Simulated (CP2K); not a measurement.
The C K edge of silylallene was computed by TDDFT (CP2K XAS_TDP, aug-pc-1, TDA) at these levels: BHandHLYP, PBEh(45%) and PBEh(45%) + GW2X. The first three lines of C1 (bonded to C and 2 H) with a strength over 0.0015, energy in eV and strength:

| run | first | second | third |
| --- | --- | --- | --- |
| 1 | 287.16 (0.046) | 288.54 (0.002) | 289.69 (0.003) |
| 2 | 281.40 (0.047) | 282.78 (0.002) | 283.93 (0.003) |
| 3 | 282.94 (0.049) | 284.18 (0.003) | 285.19 (0.006) |

**Question.** Which run is which?

Run 1: PBEh(45%) + GW2X (45 % exact exchange). Run 2: PBEh(45%) (45 % exact exchange). Run 3: BHandHLYP (50 % exact exchange). Self-interaction lifts the core level, so the uncorrected lines rise with the share of exact exchange. The GW2X run keeps the spacings of its parent: 1.38 eV between the first two lines in run 1, 1.38 eV in run 2. Its shift is +5.76 eV, since the Kohn–Sham level at this share of exchange lies that far above the quasiparticle level.

[Hosts, paths, dates, database ids (printed as entryN), source tags and the programs' standing remarks are cut or masked in the printed files.]
